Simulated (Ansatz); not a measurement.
# Ti2CF2 monolayer: the cell at rest

Task: relax Ti2CF2 monolayer tightly.

Program: Ansatz 0.2.0. Level of theory: DFT PBE, scalar-relativistic, plane waves, PAW. Results are calculated unless marked as measured.

## Step 1: The structure

The cell holds 5 atoms: 1 C, 2 Ti and 2 F. Cell: a = 3.040 Å, b = 3.040 Å, c = 20.000 Å, α = 90.0°, β = 90.0°, γ = 120.0°. Vacuum lies along c.

## Step 2: A coarse first look

First a cheap look: the gap decides the mesh and the occupations, the pressure tells how far the cell has to move.

The program solves this slab on a cell height of its own, 33.2 Å, in place of the one typed.

input.yaml

```yaml
crystal:
  lattice:
    - [3.04, 0.0, 0.0]
    - [-1.52, 2.63272, 0.0]
    - [0.0, 0.0, 20.0]
  atoms:
    - { symbol: C, position: [0.0, 0.0, 0.5] }
    - { symbol: Ti, position: [0.333333, 0.666667, 0.56] }
    - { symbol: Ti, position: [0.666667, 0.333333, 0.44] }
    - { symbol: F, position: [0.666667, 0.333333, 0.6175] }
    - { symbol: F, position: [0.333333, 0.666667, 0.3825] }
  periodic: [true, true, false]
kpoints:
  mp_grid: { grid: [6, 6, 1] }
hamiltonian:
  xc: pbe
scf:
  occupations: { method: gaussian, width: 0.1 }
output:
  forces: true
  stress: true
  eigenvalues: true
```

On the command line:

```sh
$ ansatz run input.yaml --threads 8 --pin off --max-ram 14336MiB --backend cpu --events-out ev --progress --plain --runs-dir out
```

Numbers of over 12 decimals in the logs are rounded to 6 here.

What it wrote:

```text
[...]
k-point 0: bands = [... 17 lower, -7.6503, -6.1326, -6.1326, -3.8598, -3.8598, -3.7826, -2.4933, -2.4933, ... 1 higher]
  k-point 1: bands = [... 17 lower, -7.5128, -7.0804, -6.3570, -4.3625, -3.3992, -3.3053, -2.6089, -2.3147, ... 1 higher]
  k-point 2: bands = [... 17 lower, -8.2322, -7.4237, -6.5636, -5.1701, -2.6718, -2.5104, -2.3126, -1.9677, ... 1 higher]
  k-point 6: bands = [... 17 lower, -8.2468, -8.2468, -7.4314, -3.4800, -2.7514, -2.7514, -2.0861, -2.0239, ... 1 higher]
[key lines of the parts left out:]
SCF converged after 7 iterations
Free energy (F): -6872.288410 eV
Fermi energy:    -3.902304 eV
P = ½ c Tr σ = 2.2821 N/m
```

Run time: 0.79 s. Hardware: 8 threads of Intel Xeon 6975P-C (Granite Rapids), shared host; peak memory 0.71 GiB.

This run has no spin polarisation, although Ti can carry a moment.

Numbers from this step:

| Item | Value |
| --- | --- |
| gap on the k-mesh | 0 eV |
| area per atom | 1.601 Å² |

The coarse mesh shows no gap.

## Step 3: Rough relaxation

A rough relaxation comes first, because large forces or stress need no tight tolerances yet.

The program solves this slab on a cell height of its own, 33.2 Å, in place of the one typed.

input.yaml, as its differences from that of step 2:

```diff
@@ -13,3 +13,3 @@
 kpoints:
-  mp_grid: { grid: [6, 6, 1] }
+  mp_grid: { grid: [9, 9, 1] }
 hamiltonian:
@@ -22 +22,6 @@
   eigenvalues: true
+relax:
+  adjacent_minimum: "off"
+  f_tol: 0.05
+  max_steps: 80
+  cell: { stress_2d_tol: 0.02 }
```

What it wrote:

```text
[...]
Crystal: 5 atoms, lattice volume = 265.715 Å³
Basis set: ecut = 420 eV, 5151 PW (Γ), exchange–correlation on 48×48×450 points (8 copies of the dense FFT grid, shifted against one another)
Bands: 26, of which v1, the nominal top of the filled ones, is band 21 counted from 1 (20 counted from 0)
Symmetry: 12 space group operations
[...]
cell:  # Å, volume = 268.3742 Å³
    - [3.055175, 0, 0]
    - [-1.527587, 2.645859, 0]
    - [0, 0, 33.2]
  atoms:
    - { symbol: C, position: [0, 0, 0.301205] }
    - { symbol: Ti, position: [0.333333, 0.666667, 0.335450] }
    - { symbol: Ti, position: [0.666667, 0.333333, 0.266959] }
    - { symbol: F, position: [0.666667, 0.333333, 0.373188] }
    - { symbol: F, position: [0.333333, 0.666667, 0.229222] }
[key lines of the parts left out:]
SCF converged after 5 iterations
Free energy (F): -6872.464567 eV
Fermi energy:    -4.861424 eV
P = ½ c Tr σ = 0.0059 N/m
```

Wall time 8.5 s (8 threads); peak memory 0.86 GiB.

Step by step:

```
step  energy less that of the first step (eV)  largest force component (eV/Å)  volume (Å³)
   1                                   0.0000                          2.2508       265.72
   2                                  -0.1658                          0.4318       268.79
   3                                  -0.1850                          0.0909       266.05
   4                                  -0.1871                          0.0083       267.81
   5                                  -0.1869                          0.0013       268.25
  6*                                  -0.1887                          0.0011       268.25
   7                                  -0.1887                          0.0003       268.37
  8*                                  -0.1887                          0.0003       268.37
```

Relaxation steps marked * repeat the geometry before them on a plane-wave basis chosen anew for their cell, so energy and pressure can jump there.

The run keeps the 12 symmetry operations that it works with, so distortions that break them were not tested.

```
cell as run  before  after  change
      a (Å)   3.040  3.055  +0.5 %
      b (Å)   3.040  3.055  +0.5 %
```

The atoms that moved most (Å, along periodic axes as changes of fractional coordinates times the final cell, across vacuum about the mean position):

```
atom     dx     dy      dz  length
 Ti2  0.000  0.000  -0.063   0.063
 Ti3  0.000  0.000   0.063   0.063
  F4  0.000  0.000   0.040   0.040
  F5  0.000  0.000  -0.040   0.040
```

Numbers from this step:

| Quantity | Value |
| --- | --- |
| area per atom | 1.617 Å² |

The relaxation ends with a largest force component of 3.1e-4 eV/Å.

## Step 4: Bringing the structure to rest

The cell and atoms are relaxed, since residual forces and stress would shift the frequencies.

input.yaml

```yaml
crystal:
  lattice:
    - [3.0551747236, 0.0, 0.0]
    - [-1.5275873618, 2.6458589236, 0.0]
    - [0.0, 0.0, 33.2]
  atoms:
    - { symbol: C, position: [0.0, 0.0, 0.3012048193] }
    - { symbol: Ti, position: [0.3333333333, 0.6666666667, 0.3354503225] }
    - { symbol: Ti, position: [0.6666666667, 0.3333333333, 0.2669593161] }
    - { symbol: F, position: [0.6666666667, 0.3333333333, 0.3731879394] }
    - { symbol: F, position: [0.3333333333, 0.6666666667, 0.2292216992] }
  periodic: [true, true, false]
kpoints:
  mp_grid: { grid: [15, 15, 1] }
hamiltonian:
  xc: pbe
scf:
  occupations: { method: gaussian, width: 0.1 }
output:
  forces: true
  stress: true
  eigenvalues: true
  write_density: true
  write_potential: true
  elf: true
  volumetric_format: npy
relax:
  adjacent_minimum: "off"
  f_tol: 0.005
  max_steps: 80
  cell: { stress_2d_tol: 0.02 }
```

What it wrote:

```text
[...]
Crystal: 5 atoms, lattice volume = 268.374 Å³
Basis set: ecut = 420 eV, 5235 PW (Γ), exchange–correlation on 48×48×450 points (8 copies of the dense FFT grid, shifted against one another)
Bands: 26, of which v1, the nominal top of the filled ones, is band 21 counted from 1 (20 counted from 0)
Symmetry: 12 space group operations
[...]
k-points: 27 of 225
[...]
SCF iter   1: F=—  HF=-6872.481638 eV  |F-HF|=—  |Δ(HF+E_count)|=         —  Δρ=1.96e-3  dr2=1.59e-2  ethr=1.77e-3  ⟨swp⟩=10.0  Hψ=4383  notcnv=0
[...]
SCF iter   9: F=-6872.478868 eV  HF=-6872.478868 eV  |F-HF|=7.66e-10  |Δ(HF+E_count)|=   2.99e-8  Δρ=1.47e-7  dr2=3.46e-11  ethr=2.45e-12  ⟨swp⟩=9.1  Hψ=5493  notcnv=0
SCF 1 converged in 9 iterations: F = -6872.478868 eV  dr2 = 3.46e-11
[...]
relax step   1: F+E_penalty+E_count = -6872.47886842 eV  Δ(F+E_penalty+E_count) = +0.000e0 eV  max|allowed force component| = 1.006e-2 eV/Å  Δτ_max = 0.0000 Å  P = -0.054 N/m  Ω = 268.374 Å³  fix = [c, alpha, beta]  reactions: c -0.000 N/m  (9 SCF iters, dr2 threshold 1.00e-7 eV, accepted)
Crystal: 5 atoms, lattice volume = 268.367 Å³
[...]
SCF iter   5: F=-6872.478883 eV  HF=-6872.478883 eV  |F-HF|=2.09e-8  |Δ(HF+E_count)|=   3.98e-8  Δρ=8.67e-7  dr2=1.29e-9  ethr=1.51e-11  ⟨swp⟩=14.1  Hψ=6464  notcnv=0
SCF 2 converged in 5 iterations: F = -6872.478883 eV  dr2 = 1.29e-9
relax step   2: F+E_penalty+E_count = -6872.47888312 eV  Δ(F+E_penalty+E_count) = -1.470e-5 eV  max|allowed force component| = 2.902e-3 eV/Å  Δτ_max = 0.0010 Å  P = -0.025 N/m  Ω = 268.367 Å³  energy of the carried Pulay correction = +4.892e-6 eV  fix = [c, alpha, beta]  reactions: c -0.000 N/m  (5 SCF iters, dr2 threshold 6.33e-9 eV, accepted)
Crystal: 5 atoms, lattice volume = 268.317 Å³
[...]
SCF iter   5: F=-6872.478920 eV  HF=-6872.478920 eV  |F-HF|=2.91e-11  |Δ(HF+E_count)|=   2.01e-9  Δρ=2.09e-7  dr2=9.54e-11  ethr=1.68e-12  ⟨swp⟩=13.1  Hψ=6009  notcnv=0
SCF 3 converged in 5 iterations: F = -6872.478920 eV  dr2 = 9.54e-11
relax step   3: F+E_penalty+E_count = -6872.47892019 eV  Δ(F+E_penalty+E_count) = -3.707e-5 eV  max|allowed force component| = 1.368e-3 eV/Å  Δτ_max = 0.0002 Å  P = -0.002 N/m  Ω = 268.317 Å³  energy of the carried Pulay correction = +4.052e-5 eV  fix = [c, alpha, beta]  reactions: c -0.000 N/m  (5 SCF iters, dr2 threshold 7.05e-10 eV, accepted)
[...]
SCF iter   6: F=-6872.478882 eV  HF=-6872.478882 eV  |F-HF|=6.37e-12  |Δ(HF+E_count)|=    0.00e0  Δρ=2.08e-8  dr2=9.33e-13  ethr=1.00e-12  ⟨swp⟩=11.5  Hψ=4616  notcnv=0
SCF 4 converged in 6 iterations: F = -6872.478882 eV  dr2 = 9.33e-13
relax step   4: F+E_penalty+E_count = -6872.47888240 eV  Δ(F+E_penalty+E_count) = +3.779e-5 eV  max|allowed force component| = 1.356e-3 eV/Å  Δτ_max = 0.0000 Å  P = -0.003 N/m  Ω = 268.317 Å³  fix = [c, alpha, beta]  reactions: c -0.000 N/m  stress off target by 3.12e-3 N/m on what of the cell is left free  SCF on the basis re-selected at this cell (its energy is not comparable with the rows above)  (6 SCF iters)
basis re-selected at this cell: Δ(F+E_penalty+E_count) = +3.779e-5 eV, ΔP = -0.001 N/m vs the last step (what re-selecting the basis moved, of the pressure what is left beyond the Pulay correction that the steps carried, after the strain that the cell walked since its last selection, with what the two solves' SCF thresholds leave and, on support functions, any second-order correction that the steps lacked; it is no m [...]
WARN: The output density's exchange-correlation potential varies sharply where the density is thin. Do not read a vacuum level from v_tot or v_xc, or from such a field of the output density. On a cell that repeats whose density bears no net charge and no dipole along the vacuum's axis use v_es (v_loc + v_h of the components); under efield.dipole_correction with no amplitude use v_es + v_field, which holds any externa [...]
SCF converged after 6 iterations
Free energy (F): -6872.478882 eV
[...]
Internal energy: -6872.470786 eV  (E = F + TS)
E sigma→0 (E₀):  -6872.474834 eV
Entropy (-TS):   -0.008096 eV (-1.619 meV/atom)
Fermi energy:    -4.778937 eV
[...]
--- Forces (eV/Å), atoms counted from 1 ---
  atom   1  C      0.00000000     0.00000000     0.00000000
  atom   2  Ti    -0.00000000    -0.00000000    -0.00135642
  atom   3  Ti    -0.00000000     0.00000000     0.00135642
  atom   4  F      0.00000000     0.00000000     0.00031629
  atom   5  F      0.00000000    -0.00000000    -0.00031629
  max |Σ_I F_I| component: 5.55e-17 eV/Å
--- 2D stress c σ (N/m, compression-positive) ---
       -0.003120      -0.000000      -0.000000
        0.000000      -0.003120      -0.000000
       -0.000000      -0.000000      -0.000000
  P = ½ c Tr σ = -0.0031 N/m
--- Band table (eV; the first three rows and the last of 27) ---
  k-point 0: bands = [... 17 lower, -8.6069, -7.4476, -7.4476, -4.8485, -4.8485, -4.5524, -3.2233, -3.2233, ... 1 higher]
  k-point 1: bands = [... 17 lower, -8.5746, -7.6101, -7.4824, -4.9246, -4.7697, -4.5089, -3.2693, -3.2161, ... 1 higher]
  k-point 2: bands = [... 17 lower, -8.5075, -8.0038, -7.5652, -5.1697, -4.5515, -4.3491, -3.3227, -3.1982, ... 1 higher]
  k-point 26: bands = [... 17 lower, -9.1840, -9.1840, -8.2235, -4.3887, -3.8247, -3.8247, -2.8260, -2.8260, ... 1 higher]
--- Relaxed structure (3 steps of the walk, 3 accepted, 1 SCFs on fresh bases) ---
[...]
cell:  # Å, volume = 268.3169 Å³
    - [3.054848, 0.0, 0]
    - [-1.527424, 2.645576, 0]
    - [0, 0, 33.2]
  atoms:
    - { symbol: C, position: [0, 0, 0.3012048193] }
    - { symbol: Ti, position: [0.333333, 0.666667, 0.335449] }
    - { symbol: Ti, position: [0.666667, 0.333333, 0.266960] }
    - { symbol: F, position: [0.666667, 0.333333, 0.373162] }
    - { symbol: F, position: [0.333333, 0.666667, 0.229248] }
```

It took 8.4 s on 8 threads; peak memory 0.97 GiB.

Little changed from the start: no atom moved by 0.005 Å and no cell edge by 0.1 %.

Numbers from this step:

* area per atom: 1.616 Å²

Valence density in the ac plane at fractional y = 0.333, with atoms of Ti and F within 0.2 Å of it. It is the smooth field of the valence electrons, not physical close to the nuclei.

Ten steps, logarithmic in the rise over the least value, from '_' (0.00 × 1e0 e/Å³) to '@' (7.05 × 1e0 e/Å³), each cell a mean:
```
________________________________
________________________________
________________________________
________________________________
________________________________
________________________________
________________________________
________________________________
________________________________
________________________________
________________________________
________________________________
________________________________
________________________________
....______..::==**##%%%%%%**==--
--------------==++##%%%%##**==--
============--------------------
------------==**%%@@@@@@@@%%##==
::----------::::::--------::::::
________________________________
________________________________
________________________________
________________________________
________________________________
```
Columns run along a (3.1 Å), rows up along c (33.2 Å). Atoms in or near the plane, at fractional coordinates: Ti at (0.67, 0.27), F at (0.67, 0.37).

ELF in the ac plane at fractional y = 0.333, with atoms of Ti and F within 0.2 Å of it. It is the smooth field of the valence electrons, not physical close to the nuclei.

Ten even steps from '_' (0.00) to '@' (0.66), each cell a mean:
```
________________________________
________________________________
________________________________
________________________________
________________________________
________________________________
________________________________
________________________________
________________________________
________________________________
________________________________
________________________________
________________________________
________________________________
--..______::++%%@@@@@@@@@@@@%%**
::..::::..::--++**##########++--
**########**++==----::::----==++
::--==++==::::++%%##++++##%%**--
==**####**++--................::
__........______________________
________________________________
________________________________
________________________________
________________________________
```
Columns run along a (3.1 Å), rows up along c (33.2 Å). Atoms in or near the plane, at fractional coordinates: Ti at (0.67, 0.27), F at (0.67, 0.37).

Electrostatic potential energy in the ac plane at fractional y = 0.333, with atoms of Ti and F within 0.2 Å of it. With pseudopotentials it is smooth inside the atoms' cores, unlike the true potential.

Ten even steps from '0' (-29 eV) to '9' (0 eV), each cell a mean:
```
9999999999999999
9999999999999999
9999999999999999
9999999999999999
9999999999999999
9999999999999999
9999999999999999
9999999999999999
9999999999999999
9999999999999999
9999999999999999
9999999999999999
9999999999999999
9999999999999999
9999999865445579
6555566654444567
7665667777666777
6778764100000002
8888888876666778
9999999999999999
9999999999999999
9999999999999999
9999999999999999
9999999999999999
```
Columns run along a (3.1 Å; values clipped at the 3rd and 97th percentile), rows up along c (33.2 Å). Atoms in or near the plane, at fractional coordinates: Ti at (0.67, 0.27), F at (0.67, 0.37).

(Part 1 of 2 ends here.)

[Logs are printed without paths, hosts, clocks, repeated set-up lines and the standing remarks that a program may print on its own settings, such as how far it seeks lower states.]

[Hosts, paths, dates, database ids (printed as entryN), source tags and the programs' standing remarks are cut or masked in the printed files.]
